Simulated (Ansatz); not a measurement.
## ScTeN3 (model cell, started as cubic perovskite with Te in the octahedra): the cell at rest

Aim: bring ScTeN3 (model cell, started as cubic perovskite with Te in the octahedra) to small forces and stress, as phonons need.

Method: DFT PBEsol, scalar-relativistic, plane waves, PAW; PAW set soft_1, in Ansatz 0.2.0.

This is a report of a sequence of runs, with most program output left out.

The structure was built from a prototype and need not be the compound's stable phase.

### Step 1. Set-up

Symmetry: Pm-3m, No. 221, cubic system. The conventional cell has a = 3.959 Å, b = 3.959 Å, c = 3.959 Å, α = 90.00°, β = 90.00°, γ = 90.00°. Sc has 12 N at 2.80 Å and 8 Te at 3.43 Å nearest. Nearest to Te lie 6 N at 1.98 Å and 8 Sc at 3.43 Å. Nearest to N lie 2 Te at 1.98 Å and 4 Sc at 2.80 Å. Farther neighbours and most contacts between anions are not listed.

As a file:

```
Sc Te N
1.0
     3.95920    0.00000    0.00000
     0.00000    3.95920    0.00000
     0.00000    0.00000    3.95920
Sc Te N
1 1 3
Direct
  0.00000 0.00000 0.00000
  0.50000 0.50000 0.50000
  0.50000 0.50000 0.00000
  0.50000 0.00000 0.50000
  0.00000 0.50000 0.50000
```

### Step 2. Probe on a coarse mesh

First a cheap look: the gap decides the mesh and the occupations, the pressure tells how far the cell has to move.

File input.yaml:

```yaml
crystal:
  lattice:
    - [3.9592, 0.0, 0.0]
    - [0.0, 3.9592, 0.0]
    - [0.0, 0.0, 3.9592]
  atoms:
    - { symbol: Sc, position: [0.0, 0.0, 0.0] }
    - { symbol: Te, position: [0.5, 0.5, 0.5] }
    - { symbol: "N", position: [0.5, 0.5, 0.0] }
    - { symbol: "N", position: [0.5, 0.0, 0.5] }
    - { symbol: "N", position: [0.0, 0.5, 0.5] }
kpoints:
  mp_grid: { grid: [4, 4, 4] }
hamiltonian:
  xc: pbesol
  pseudopotentials: { kind: paw, azcp: { folder: soft_1 }, xc_functional: pbe }
scf:
  occupations: { method: gaussian, width: 0.1 }
output:
  forces: true
  stress: true
  eigenvalues: true
```

On the command line:

```console
> ansatz run input.yaml --threads 8 --pin off --max-ram 16384MiB --backend cpu --events-out ev --progress --plain --runs-dir out
```

Run time: 0.85 s. Hardware: 8 threads of AMD EPYC 7R32 (Zen 2), shared host; peak memory 0.41 GiB.

This step gave:

| Item | Value |
| --- | --- |
| pressure | -6.643 GPa |
| volume per atom | 12.41 Å³ |
| gap on the k-mesh | 0 eV |

The coarse mesh shows no gap and a pressure of -6.6 GPa.

### Step 3. Relaxation

Harmonic phonons are second derivatives at a point where the forces vanish, and they are wanted at zero stress, so atoms and cell are relaxed first.

input.yaml: that of step 2 with these lines changed.

```diff
@@ -12,3 +12,3 @@
 kpoints:
-  mp_grid: { grid: [4, 4, 4] }
+  mp_grid: { grid: [10, 10, 10] }
 hamiltonian:
@@ -22 +22,6 @@
   eigenvalues: true
+relax:
+  adjacent_minimum: "off"
+  f_tol: 0.005
+  max_steps: 80
+  cell: { stress_tol: 0.05 }
```

The job ended after 7.6 s (8 threads; peak memory 0.54 GiB; 49 s of CPU time).

Relaxation path:

| step | energy less that of the first step (eV) | largest force component (eV/Å) | pressure (GPa) | volume (Å³) |
| --- | --- | --- | --- | --- |
| 1 | 0.0000 | 0.0000 | -5.85 | 62.06 |
| 2 | -0.0418 | 0.0000 | 0.06 | 60.05 |
| 3 | -0.0418 | 0.0000 | 0.00 | 60.07 |
| 4* | -0.0382 | 0.0000 | -0.08 | 60.07 |
| 5 | -0.0382 | 0.0000 | 0.00 | 60.04 |
| 6* | -0.0382 | 0.0000 | 0.00 | 60.04 |

Relaxation steps marked * repeat the geometry before them on a plane-wave basis chosen anew for their cell, so energy and pressure can jump there.

The run keeps the 48 symmetry operations that it works with, so distortions that break them were not tested.

| conventional cell, symmetrised | before | after | change |
| --- | --- | --- | --- |
| a (Å) | 3.959 | 3.916 | -1.1 % |
| b (Å) | 3.959 | 3.916 | -1.1 % |
| c (Å) | 3.959 | 3.916 | -1.1 % |
| volume (Å³/atom) | 12.41 | 12.01 | -3.3 % |

The relaxed structure:

```cif
data_structure
_symmetry_space_group_name_H-M 'P 1'
_symmetry_Int_Tables_number 1
_cell_length_a 3.9158
_cell_length_b 3.9158
_cell_length_c 3.9158
_cell_angle_alpha 90.000
_cell_angle_beta 90.000
_cell_angle_gamma 90.000
_cell_volume 60.04
loop_
_atom_site_label
_atom_site_type_symbol
_atom_site_fract_x
_atom_site_fract_y
_atom_site_fract_z
_atom_site_occupancy
Sc1 Sc 0.00000 0.00000 0.00000 1
Te2 Te 0.50000 0.50000 0.50000 1
N3 N 0.50000 0.50000 0.00000 1
N4 N 0.50000 0.00000 0.50000 1
N5 N 0.00000 0.50000 0.50000 1
```

Numbers from this step:

| Quantity | Value |
| --- | --- |
| pressure | -4.32e-4 GPa |
| volume per atom | 12.01 Å³ |

In this step the volume went from 12.41 to 12.01 Å³/atom.

### Step 4. Tight relaxation

Phonons need a cell at rest on their own settings, so the relaxation is repeated with tight tolerances on forces and stress on the k mesh and occupations of the first response run.

input.yaml, the sections that differ from step 3:

```yaml
crystal:
  lattice:
    - [3.9158159669, 0.0, 0.0]
    - [0.0, 3.9158159669, 0.0]
    - [0.0, 0.0, 3.9158159669]
  atoms:
    - { symbol: Sc, position: [0.0, 0.0, 0.0] }
    - { symbol: Te, position: [0.5, 0.5, 0.5] }
    - { symbol: "N", position: [0.5, 0.5, 0.0] }
    - { symbol: "N", position: [0.5, 0.0, 0.5] }
    - { symbol: "N", position: [0.0, 0.5, 0.5] }
kpoints:
  mp_grid: { grid: [12, 12, 12] }
scf:
  occupations: { method: methfessel_paxton, width: 0.2 }
relax:
  adjacent_minimum: "off"
  f_tol: 0.001
  max_steps: 60
  cell: { stress_tol: 0.01 }
# hamiltonian, output: as in step 3
```

Wall time 7.1 s (8 threads); peak memory 0.55 GiB.

Little changed from the start: no atom moved by 0.005 Å and no cell edge by 0.1 %.

This step gave:

```
pressure        : -0.004737 GPa
volume per atom : 11.98 Å³
```

The forces vanish by symmetry and the pressure is -0.005 GPa, within the tolerances set. The cell now holds 11.98 Å³/atom.

### Step 5. Summary of results

```yaml
space_group_after_relaxation_within_0p01_a: Pm-3m
lattice_constant_a: 3.913 Å
lattice_constant_b: 3.913 Å
lattice_constant_c: 3.913 Å
volume_per_atom: 12.0 Å³
```

What this shows: The forces vanish by symmetry and the pressure is -0.005 GPa, within the tolerances set. The cell now holds 11.98 Å³/atom. The relaxation keeps the symmetry of its start, so it says nothing on stability against lower symmetry. Spin-orbit coupling is left out, which can matter for the heavy elements here. The PAW files were made for PBE and serve the other functionals too. The starting cell was built on a prototype and not taken from a measurement, so the phase need not exist.

[Logs are printed without paths, hosts, clocks, repeated set-up lines and the standing remarks that a program may print on its own settings, such as how far it seeks lower states.]

[Hosts, paths, dates, database ids (printed as entryN), source tags and the programs' standing remarks are cut or masked in the printed files.]
